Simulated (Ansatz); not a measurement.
## Lattice dynamics of Sc3SnB (Pm-3m)

Wanted: vibrations and spectra of Sc3SnB (Pm-3m); the cell is already relaxed. After the zone centre comes a 4×4×4 q mesh on a 8×8×8 k mesh.

Program: Ansatz 0.2.0. Level of theory: DFT PBEsol, scalar-relativistic, plane waves, PAW; PAW set soft_1. Results are calculated unless marked as measured.

**1. The structure**

The structure is cubic, space group Pm-3m (No. 221). The conventional cell has a = 4.602 Å, b = 4.602 Å, c = 4.602 Å, α = 90.00°, β = 90.00°, γ = 90.00°. Sc has 2 B at 2.30 Å and 8 Sc at 3.25 Å and 4 Sn at 3.25 Å nearest. Sn has 12 Sc at 3.25 Å nearest. Nearest to B lie 6 Sc at 2.30 Å. Farther neighbours are not listed.

**2. Linear response at the zone centre**

The cell comes from relaxations at this level that are not shown. The zone centre comes first: it holds the modes that light can see, as far as symmetry allows. No field response is asked, since the mesh shows no gap.

Contents of input.yaml:

```yaml
crystal:
  lattice:
    - [4.602466756, 0.0, 0.0]
    - [0.0, 4.602466756, 0.0]
    - [0.0, 0.0, 4.602466756]
  atoms:
    - { symbol: Sc, position: [0.0, 0.5, 0.5] }
    - { symbol: Sc, position: [0.5, 0.0, 0.5] }
    - { symbol: Sc, position: [0.5, 0.5, 0.0] }
    - { symbol: Sn, position: [0.0, 0.0, 0.0] }
    - { symbol: B, position: [0.5, 0.5, 0.5] }
kpoints:
  mp_grid: { grid: [8, 8, 8] }
hamiltonian:
  xc: pbesol
  pseudopotentials: { kind: paw, azcp: { folder: soft_1 }, xc_functional: pbe }
scf:
  occupations: { method: methfessel_paxton, width: 0.2 }
output:
  eigenvalues: true
phonons:
  method: dfpt
```

Command:

```sh
$ ansatz run input.yaml --threads 4 --pin off --max-ram 10240MiB --backend cpu --events-out ev --progress --plain --runs-dir out
```

Numbers of over 12 decimals in the logs are rounded to 6 here.

The program printed:

```text
zone centre: on kpoints.mp_grid the ground state, and the responses unless they are solved on pairs of k-points, stand on 125 of the mesh's 512 k-points, reduced under 8 symmetry operations, with k and −k counted as one. Each operation leaves every solved displacement unchanged or reverses it
Engine: ansatz 0.2.0, aarch64-unknown-linux-gnu
Pseudopotentials: kind: paw
Pseudopotential: Sc, paw, valence charge 11, recommended cutoff 420 eV (normal), soft_1/Sc.paw.azcp
Pseudopotential: Sn, paw, valence charge 14, recommended cutoff 420 eV (normal), soft_1/Sn.paw.azcp
Pseudopotential: B, paw, valence charge 3, recommended cutoff 420 eV (normal), soft_1/B.paw.azcp
Functional definition: PBEsol
  exchange = pbesol_x
  correlation = pbesol_c
Crystal: 5 atoms, lattice volume = 97.493 Å³
Basis set: ecut = 420 eV, 1935 PW (Γ), exchange–correlation on 64×64×64 points (8 copies of the dense FFT grid, shifted against one another)
Bands: 30, of which v1, the nominal top of the filled ones, is band 25 counted from 1 (24 counted from 0)
Symmetry: 48 space group operations
k-points: 125 of 512 (irreducible under 8 space group operations)
Non-local potential: Sc, projectors of the file, l = 0: 3, l = 1: 2, l = 2: 3, l = 3: 1
Non-local potential: Sn, projectors of the file, l = 0: 2, l = 1: 2, l = 2: 2, l = 3: 1
Non-local potential: B, projectors of the file, l = 0: 2, l = 1: 2, l = 2: 1
PAW form: soft (Blöchl's): semilocal exchange-correlation on the pseudo side does not see the compensation charge
PAW frozen core: Sc, regenerated for the run's functional, and the local potential with it (the file was generated under x = pbe(κ = 0.804, μ = 0.219515), c = pbe(β = 0.066725))
PAW frozen core: Sn, regenerated for the run's functional, and the local potential with it (the file was generated under x = pbe(κ = 0.804, μ = 0.219515), c = pbe(β = 0.066725))
PAW frozen core: B, regenerated for the run's functional, and the local potential with it (the file was generated under x = pbe(κ = 0.804, μ = 0.219515), c = pbe(β = 0.066725))
PAW one-centre angular grid: Sc, 590 points (default); XC on 64 Gauss nodes
PAW one-centre angular grid: Sn, 590 points (default); XC on 64 Gauss nodes
PAW one-centre angular grid: B, 110 points (default); XC on 64 Gauss nodes
Initial density: superposition of atomic densities (chi_scale 0.1, normalization cell, long waves kept (reshape's long-wave potential 0.00 eV rms))
Initial wavefunctions: pseudopotential atomic-orbital guess
Functional: x = pbesol(κ = 0.804, μ = 0.123457), c = pbesol(β = 0.046)
SCF iter   1: F=—  HF=-12444.782309 eV  |F-HF|=—  |Δ(HF+E_count)|=         —  Δρ=7.99e-2  dr2=1.86e1  ethr=3.10e-3  ⟨swp⟩=5.1  Hψ=15250  notcnv=0
preconditioner: auto → Kerker (q_TF=auto, 2.441 Å⁻¹)  [metal: Δε(μ)=0.056 eV  Ē_g=9.935 eV  σ=0.200 eV  W_gap=0.23  n_scr=26 (ndim 8)  ℏωp=19.2 eV  f_vac=0.000  D(μ)=1.35/eV (n_scr^D=6)]
SCF iter   2: F=—  HF=-12441.126685 eV  |F-HF|=—  |Δ(HF+E_count)|=    3.66e0  S|Δr|=    0.00e0  Δρ=3.61e-2  dr2=4.75e0  ethr=3.10e-3  ⟨swp⟩=2.4  Hψ=7046  notcnv=0  defer=37
SCF iter   3: F=—  HF=-12439.927160 eV  |F-HF|=—  |Δ(HF+E_count)|=    1.20e0  S|Δr|=    0.00e0  Δρ=1.18e-2  dr2=3.51e-1  ethr=3.10e-3  ⟨swp⟩=2.4  Hψ=6383  notcnv=0  defer=34
SCF iter   4: F=—  HF=-12439.831096 eV  |F-HF|=—  |Δ(HF+E_count)|=   9.61e-2  S|Δr|=    0.00e0  Δρ=2.81e-3  dr2=1.08e-2  ethr=7.02e-4  ⟨swp⟩=2.0  Hψ=5285  notcnv=0  defer=34
SCF iter   5: F=—  HF=-12439.829123 eV  |F-HF|=—  |Δ(HF+E_count)|=   1.97e-3  S|Δr|=    0.00e0  Δρ=8.72e-4  dr2=9.42e-4  ethr=2.17e-5  ⟨swp⟩=2.9  Hψ=7011  notcnv=0  defer=34
SCF iter   6: F=—  HF=-12439.828909 eV  |F-HF|=—  |Δ(HF+E_count)|=   2.14e-4  S|Δr|=    0.00e0  Δρ=2.94e-4  dr2=1.15e-4  ethr=1.88e-6  ⟨swp⟩=2.0  Hψ=5340  notcnv=0  defer=34
SCF iter   7: F=—  HF=-12439.828865 eV  |F-HF|=—  |Δ(HF+E_count)|=   4.39e-5  S|Δr|=    0.00e0  Δρ=6.03e-5  dr2=3.35e-6  ethr=2.30e-7  ⟨swp⟩=2.0  Hψ=5338  notcnv=0  defer=34
SCF iter   8: F=—  HF=-12439.828866 eV  |F-HF|=—  |Δ(HF+E_count)|=   8.10e-7  S|Δr|=    0.00e0  Δρ=1.59e-5  dr2=2.33e-7  ethr=6.69e-9  ⟨swp⟩=2.0  Hψ=5390  notcnv=0  defer=34
SCF iter   9: F=—  HF=-12439.828866 eV  |F-HF|=—  |Δ(HF+E_count)|=   1.23e-8  S|Δr|=    0.00e0  Δρ=3.10e-6  dr2=9.95e-9  ethr=4.67e-10  ⟨swp⟩=2.3  Hψ=5324  notcnv=0  defer=34
SCF iter  10: F=—  HF=-12439.828866 eV  |F-HF|=—  |Δ(HF+E_count)|=  1.16e-10  S|Δr|=    0.00e0  Δρ=5.48e-7  dr2=3.06e-10  ethr=1.99e-11  ⟨swp⟩=2.0  Hψ=4399  notcnv=0  defer=34
SCF iter  11: F=-12439.828866 eV  HF=-12439.828866 eV  |F-HF|=9.09e-12  |Δ(HF+E_count)|=  6.18e-11  S|Δr|=    0.00e0  Δρ=6.57e-8  dr2=6.57e-12  ethr=1.00e-12  ⟨swp⟩=7.8  Hψ=20087  notcnv=0
SCF 1 converged in 11 iterations: F = -12439.828866 eV  dr2 = 6.57e-12
  greatest PAW one-centre occupation: 0.998 electrons in one spin orbital (limit 2), on the Sc atom at site 2 (counted from 0), in its partial waves of l = 0
DFPT response loops at Γ: preconditioner auto → Kerker (q_TF=auto, 2.441 Å⁻¹) (partly filled bands, converged f_vac=0.000); β = 1.00, the filter's whole step (`scf.mixing.beta` (0.50) is not read by the response loops under this deck's `scf.mixing.preconditioner`; to damp them name `kerker` or `kerker_dos`, under which they read `scf.mixing.beta`, and type it under 1.00, their step now; both keys bind the ground state too); Broyden in place of MSR1
SCF converged after 11 iterations
Stability not checked: this state was not tested for a lower state beside it, because cold or Methfessel-Paxton smearing, or corrected tetrahedra, fill the levels in a way that the test cannot read (fill_not_monotonic; see scf.lower_state_search)
Free energy (F): -12439.828866 eV
Harris-Foulkes:  -12439.828866 eV  (|F-HF|=9.09e-12)
Internal energy: -12439.830233 eV  (E = F + TS)
E sigma→0 (E₀):  -12439.829208 eV
Entropy (-TS):   0.001368 eV (0.274 meV/atom)
Fermi energy:    10.430720 eV
--- Per-component energies (eV) ---
  E_band       = -517.025236
  E_kinetic    = 840.659993
  E_local      = -3378.877027  (includes V_loc(G=0)·N_el)
  E_nonlocal   = 585.652889
  E_hartree    = 1358.070969
  E_xc         = -413.835462
  E_vxc        = -435.942138  (∫ρ·V_xc dr)
  E_paw        = -7272.447962  (= ΣΔE_a)
  E_vpaw       = -844.661346  (= ΣTr[D̂ρ^β])
  E_aug_tail   = 0.000418  (compensation charges beyond the density's cutoff)
  E_ewald      = -4159.740677
  E_core_change = 0.686626  (= ΣΔE_core)
  E_smearing   = 0.001368  (= −TS)
  E_closure    = -0.000000  (closes the sum)
  Σ components = -12439.828866   (vs F -12439.828866, Δ=0.00e0)
--- Band table (eV; the first three rows and the last of 125) ---
  k-point 0: bands = [... 21 lower, 9.6010, 9.8933, 9.8933, 10.4499, 10.4499, 10.4499, 12.9110, 12.9110, ... 1 higher]
  k-point 1: bands = [... 21 lower, 9.5596, 10.0061, 10.3462, 10.3462, 10.4241, 10.4949, 12.0171, 12.8019, ... 1 higher]
  k-point 2: bands = [... 21 lower, 9.4633, 10.1376, 10.1376, 10.3202, 10.3256, 10.6164, 11.4905, 12.6962, ... 1 higher]
  k-point 124: bands = [... 21 lower, 7.6009, 8.6137, 8.6137, 8.6137, 11.9561, 11.9561, 11.9561, 12.1309, ... 1 higher]
--- Phonons (Γ-DFPT): 4 representative perturbations + reference, on 125 of 512 k-points (Σ response iterations 13) ---
  k mesh reduced under 8 symmetry operations, with k and −k counted as one. Each operation leaves every solved displacement unchanged or reverses it
  ASR residual: 7.849e-5 → 0.000e0 eV/Å²; symmetrization residual: 3.265e-6 eV/Å²
  ASR residual per site (eV/Å²): 3.06e-6 3.06e-6 3.06e-6 7.85e-5 4.07e-7
  Γ frequencies (cm⁻¹): 0.00 0.00 0.00 126.78 126.78 126.78 167.50 167.50 167.50 238.20 238.20 238.20 488.32 488.32 488.32
  non-analytic LO–TO correction: not included (Born effective charges unavailable; polar crystals: no LO–TO splitting at Γ)
```

Wall time 43 s (4 threads of Arm Neoverse V2, shared host); peak memory 1.6 GiB; 2.7 min of CPU time.

This step gave:

```
volume per atom                                         : 19.50 Å³
gap on the k-mesh                                       : 0 eV
sum-rule residual before enforcement                    : 7.85e-5 eV/Å²
point group                                             : m-3m
highest optical mode at the zone centre (no LO-TO term) : 488.3 cm⁻¹
lowest optical zone-centre mode                         : 126.8 cm⁻¹
```

Patterns of degenerate modes are one choice out of their space. Modes at Γ, with each element's share of the kinetic energy:

```csv
mode,frequency (cm⁻¹),symmetry,Sc %,Sn %,B %
1,0.0,acoustic,51,45,4
2,0.0,acoustic,51,45,4
3,0.0,acoustic,51,45,4
4,126.8,T1u,42,55,3
5,126.8,T1u,42,55,3
6,126.8,T1u,42,55,3
7,167.5,T2u,100,0,0
8,167.5,T2u,100,0,0
9,167.5,T2u,100,0,0
10,238.2,T1u,93,0,7
11,238.2,T1u,93,0,7
12,238.2,T1u,93,0,7
13,488.3,T1u,14,0,86
14,488.3,T1u,14,0,86
15,488.3,T1u,14,0,86
```

Displacements in mode 5 (126.8 cm⁻¹), the largest set to 1:
```
Sc1 -0.09 -0.25 -0.78
Sc2 -0.08 -0.29 -0.78
Sc3 -0.08 -0.25 -0.90
Sn4  0.10  0.33  1.00
B5  -0.08 -0.25 -0.76
```

Displacements in mode 7 (167.5 cm⁻¹), the largest set to 1:
```
Sc1  0.00  0.06 -1.00
Sc2  0.61  0.00  1.00
Sc3 -0.61 -0.06  0.00
Sn4  0.00  0.00  0.00
B5   0.00  0.00  0.00
```

Before it was imposed, the acoustic sum rule was missed by 7.8e-5 eV/Å². Small misses are needed for a sound result but don't prove that mesh and cutoff are converged. The lowest optical mode is real, 127 cm⁻¹.

**3. Phonons on a q mesh**

Stability and thermal properties need the whole zone. Linear response on a 4×4×4 q mesh gives force constants as far as a supercell of that size would.

input.yaml: that of step 2 with these lines changed.

```diff
@@ -22 +22,8 @@
   method: dfpt
+  qmesh: [4, 4, 4]
+  temperatures: { t_max: 1000, t_step: 50 }
+  qpath:
+    path:
+      - [[0.0, 0.0, 0.0], [0.0, 0.5, 0.0], [0.5, 0.5, 0.0], [0.0, 0.0, 0.0], [0.5, 0.5, 0.5], [0.0, 0.5, 0.0]]
+      - [[0.5, 0.5, 0.5], [0.5, 0.5, 0.0]]
+    npoints: 10
```

The program printed:

```text
[...]
Crystal: 5 atoms, lattice volume = 97.493 Å³
Basis set: ecut = 420 eV, 1935 PW (Γ), exchange–correlation on 64×64×64 points (8 copies of the dense FFT grid, shifted against one another)
Bands: 30, of which v1, the nominal top of the filled ones, is band 25 counted from 1 (24 counted from 0)
Symmetry: 48 space group operations
k-points: 35 of 512
[...]
SCF iter   1: F=—  HF=-12444.782281 eV  |F-HF|=—  |Δ(HF+E_count)|=         —  Δρ=7.99e-2  dr2=1.86e1  ethr=3.10e-3  ⟨swp⟩=4.9  Hψ=4231  notcnv=0
[...]
SCF iter  11: F=-12439.828866 eV  HF=-12439.828866 eV  |F-HF|=3.64e-12  |Δ(HF+E_count)|=  6.55e-11  S|Δr|=    0.00e0  Δρ=6.61e-8  dr2=6.65e-12  ethr=1.00e-12  ⟨swp⟩=7.6  Hψ=5611  notcnv=0
SCF 1 converged in 11 iterations: F = -12439.828866 eV  dr2 = 6.65e-12
[...]
iter 1 solved again at ethr=1.55e-7 eV; its pass at ethr=3.10e-3 eV (dr2=7.77e-5 eV) is discarded
SCF iter   1: F=—  HF=-12439.828864 eV  |F-HF|=—  |Δ(HF+E_count)|=         —  Δρ=3.95e-7  dr2=1.12e-10  ethr=1.55e-7  ⟨swp⟩=3.9  Hψ=6983  notcnv=0
eigensolver tolerance schedule: the retry pair's looser diagonalisation over-reported the residual by 694163.32 of it (diagonalisation noise at an unbounded share of the residual, at the tolerance the schedule requests for it); recorded, not acted on — ethr = c·dr2/N_el stays at c = 1.0e-1
[...]
SCF iter   2: F=—  HF=-12439.828866 eV  |F-HF|=—  |Δ(HF+E_count)|=   1.41e-6  S|Δr|=    0.00e0  Δρ=1.97e-7  dr2=3.74e-11  ethr=1.00e-12  ⟨swp⟩=4.0  Hψ=2940  notcnv=0
[...]
SCF iter   4: F=-12439.828866 eV  HF=-12439.828866 eV  |F-HF|=3.64e-12  |Δ(HF+E_count)|=  5.46e-12  S|Δr|=    0.00e0  Δρ=1.84e-8  dr2=3.46e-13  ethr=1.00e-12  ⟨swp⟩=2.5  Hψ=2148  notcnv=0
SCF 2 converged in 4 iterations: F = -12439.828866 eV  dr2 = 3.46e-13
[...]
phonons: the bands overlap, so this run is a metal and interpolates without the dipole-dipole term. If the crystal is really an insulator or semiconductor, its LO-TO splitting is missing
NSCF: frozen V_eff on 35 k-points
[...]
DFPT response loops at q = (0, 0, 0) (fractional): preconditioner auto → Kerker (q_TF=auto, 2.441 Å⁻¹) (partly filled bands, converged f_vac=0.000); β = 1.00, the filter's whole step (`scf.mixing.beta` (0.50) is not read by the response loops under this deck's `scf.mixing.preconditioner`; to damp them name `kerker` or `kerker_dos`, under which they read `scf.mixing.beta`, and type it under 1.00, their step now; both keys bind the ground state too); Broyden in place of MSR1
[...]
SCF converged after 11 iterations
[...]
Free energy (F): -12439.828866 eV
[...]
Internal energy: -12439.830233 eV  (E = F + TS)
E sigma→0 (E₀):  -12439.829208 eV
Entropy (-TS):   0.001368 eV (0.274 meV/atom)
Fermi energy:    10.430720 eV
[...]
--- Band table (eV; the first three rows and the last of 35) ---
  k-point 0: bands = [... 21 lower, 9.6010, 9.8933, 9.8933, 10.4499, 10.4499, 10.4499, 12.9110, 12.9110, ... 1 higher]
  k-point 1: bands = [... 21 lower, 9.5596, 10.0061, 10.3462, 10.3462, 10.4241, 10.4949, 12.0171, 12.8019, ... 1 higher]
  k-point 2: bands = [... 21 lower, 9.4633, 10.1376, 10.1376, 10.3202, 10.3256, 10.6164, 11.4905, 12.6962, ... 1 higher]
  k-point 34: bands = [... 21 lower, 7.6009, 8.6137, 8.6137, 8.6137, 11.9561, 11.9561, 11.9561, 12.1309, ... 1 higher]
--- Phonons (Γ-DFPT): 4 representative perturbations + reference (Σ response iterations 13) ---
  ASR residual: 7.379e-5 → 0.000e0 eV/Å²; symmetrization residual: 2.599e-6 eV/Å²
  ASR residual per site (eV/Å²): 3.14e-5 3.14e-5 3.14e-5 7.38e-5 1.26e-6
[...]
--- Phonons (arbitrary-q DFPT): 10 irreducible q on the 4×4×4 mesh ---
  q = [0.0000, 0.0000, 0.0000] (star 1, of the zone-centre solve; hermiticity 4.85e-7, symmetrization 6.33e-12): -0.00 -0.00 -0.00 126.78 126.78 126.78 167.50 167.50 167.50 238.20 238.20 238.20 488.32 488.32 488.32
  q = [0.0000, 0.0000, 0.2500] (star 6, 9 solved perturbations in 1560 linear systems a pass and spin channel, the states on 200 of 512 k-point pairs; hermiticity 4.21e-7, symmetrization 3.46e-13): 62.35 62.35 88.57 128.89 128.89 157.10 161.60 168.69 168.69 231.90 231.90 271.93 498.68 498.68 553.81
[...]
q = [0.0000, 0.2500, -0.5000] (star 12, 15 solved perturbations on 200 of 512 k-point pairs; hermiticity 3.44e-7, symmetrization 9.98e-8): 92.61 94.31 101.61 121.67 143.09 160.39 168.83 169.46 214.89 218.57 263.92 325.22 518.75 547.30 568.79
[...]
sum rule: each row above includes the acoustic sum rule's correction from the zone centre's row sums; it moved no ω² by more than (0.44 cm⁻¹)²
  mesh force constants: q→R imaginary residual 3.06e-19; ASR residual 7.379e-5 → 0.000e0 eV/Å²; symmetrization residual 2.309e-14 eV/Å²
  interpolated dispersion: 62 rows × 15 modes
  density of states and harmonic sums: on the 16×16×16 q-mesh, interpolated from the force constants of a 4×4×4 supercell (no non-analytic term)
  largest difference from the sums on the solved wave vectors: F 1.20e-2 eV, S 1.60e-5 and C_V 3.98e-6 eV/K
  zero-point energy: 0.228388 eV/cell   skipped modes (ω ≤ 0): 3   left out of the sums: 4.88e-5 of the cell's modes: C_V's classical limit lies that fraction below 3 k_B per atom; for a crystal, a wire or a layer, F and S can be off by more, and a phonons.interpolated_qmesh denser along its periods is the remedy for the sampling
```

The job ended after 18 min (4 threads; peak memory 3.7 GiB; 70 min of CPU time).

This step gave:

```yaml
sum_rule_residual_before_enforcement: 7.38e-5 eV/Å²
lowest_frequency_on_the_path: 0 cm⁻¹
highest_frequency_on_the_path_or_at_a_solved_wavevector: 574.5 cm⁻¹
mean_frequency: 245.6 cm⁻¹
debye_temperature_second_moment: 546 K
logarithmic_mean_frequency: 201.3 cm⁻¹
lowest_mode_on_the_q_mesh_acoustic_modes_at_gamma_apart: 62.35 cm⁻¹
zero_point_energy_per_atom: 45.68 meV
heat_capacity_at_300_k: 21.64 J/(mol atoms K)
vibrational_entropy_at_300_k: 27.67 J/(mol atoms K)
edges_of_the_widest_gap_between_branches_on_path_and_mesh: 359.3, 488.3 cm⁻¹
```

Frequencies (cm⁻¹) solved at each irreducible wavevector; negative means imaginary. Frequencies by wavevector, by row:

```csv
q in reciprocal lattice units,star,mode 1,mode 2,mode 3,mode 4,mode 13,mode 14,mode 15
0 0 0,1,0,0,0,126.8,488.3,488.3,488.3
0 0 0.25,6,62.4,62.4,88.6,128.9,498.7,498.7,553.8
0 0 -0.5,3,90.6,90.6,105.3,129.2,526,526,574.4
0 0.25 0.25,12,79.3,80.6,99.2,134.5,506.7,538.5,558.5
0 0.25 -0.5,12,92.6,94.3,101.6,121.7,518.8,547.3,568.8
0 -0.5 -0.5,3,83,99.1,99.9,99.9,516.2,561.2,561.2
0.25 0.25 0.25,8,88.9,88.9,102.6,129.5,540.8,540.8,559.2
0.25 0.25 -0.5,12,95.9,97.5,101.6,122.3,546.4,548.2,566.5
0.25 -0.5 -0.5,6,100,101.1,101.1,101.4,547.5,561.9,561.9
-0.5 -0.5 -0.5,1,102.1,102.1,102.1,112.1,562.1,562.1,562.1
```

Interpolated from a 4×4×4 q mesh. The phonon branches at the labelled points (cm⁻¹):

```csv
point,branch 1,branch 2,branch 3,branch 4,branch 12,branch 13,branch 14,branch 15
Γ,0,0,0,127,238,488,488,488
halfway,62,62,89,129,272,499,499,554
X,91,91,105,129,315,526,526,574
halfway,93,94,102,122,325,519,547,569
M,83,99,100,100,346,516,561,561
halfway,79,81,99,134,286,507,538,558
Γ,0,0,0,127,238,488,488,488
halfway,89,89,103,130,296,541,541,559
R,102,102,102,112,359,562,562,562
halfway,96,97,102,122,330,546,548,566
X,91,91,105,129,315,526,526,574
jump to R,102,102,102,112,359,562,562,562
halfway,100,101,101,101,347,548,562,562
M,83,99,100,100,346,516,561,561
```

(Continued in part 2 of 2.)

[Logs are printed without paths, hosts, clocks, repeated set-up lines and the standing remarks that a program may print on its own settings, such as how far it seeks lower states.]

[Hosts, paths, dates, database ids (printed as entryN), source tags and the programs' standing remarks are cut or masked in the printed files.]
